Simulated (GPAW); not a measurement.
Consider SnSe (Fm-3m).

```
Sn Se
1.0
     0.00000    3.01000    3.01000
     3.01000    0.00000    3.01000
     3.01000    3.01000    0.00000
Sn Se
1 1
Direct
  0.00000 0.00000 0.00000
  0.50000 0.50000 0.50000
```

Absorber: atom 1, with 6 Se at 3.01 Å (octahedral, site symmetry m-3m). Method: GPAW, LDA, full core hole (charged cell), 8-atom cell with 6.0 Å between holes, 3×3×3 k points, dipole transitions, Gaussian full width 8.49 eV.

**Question.** Predict the near-edge structure at the Sn K edge.

Main maxima up to 27 eV above the zero (height): 1.6 eV (1.52) and 24.6 eV (0.99). A K edge sees empty p states on the absorber. 

The Sn K spectrum (energy from the lowest empty level; intensity scaled to a mean of 1 over the first 20 eV):

```tsv
E (eV)	intensity
-2.0	1.03
-1.0	1.24
0.0	1.41
1.0	1.50
2.0	1.51
3.0	1.45
4.0	1.32
5.0	1.18
6.0	1.03
7.0	0.92
8.0	0.84
9.0	0.80
10.0	0.79
11.0	0.80
12.0	0.81
13.0	0.82
14.0	0.83
15.0	0.84
16.0	0.84
17.0	0.85
18.0	0.86
19.0	0.88
20.0	0.90
21.0	0.93
22.0	0.95
23.0	0.98
24.0	0.99
25.0	0.99
26.0	0.98
27.0	0.95
28.0	0.92
29.0	0.88
30.0	0.85
31.0	0.84
```

The script folds with a Gaussian, whereas the core hole's own line is a Lorentzian, so the onset is too steep and the first peak too high. The holes are only 6.0 Å apart, so the shape is probably not converged with cell size; no larger cell was run here. The structure is a published determination, not relaxed.

[Banner, clock and machine lines of the logs are left out without a mark of their own.]

[Logs are printed without paths, hosts, clocks, repeated set-up lines and the standing remarks that a program may print on its own settings, such as how far it seeks lower states.]

[Hosts, paths, dates, database ids (printed as entryN), source tags and the programs' standing remarks are cut or masked in the printed files.]

[Lists of maxima count a maximum above −3 eV only where it reaches 4 % of the highest in the window and stands out from its surroundings by 2 % of it (1.5 % where it reaches 55 %); shoulders and weaker maxima are passed over, and of the rest the first, up to two pre-edge ones and the few strongest are named.]
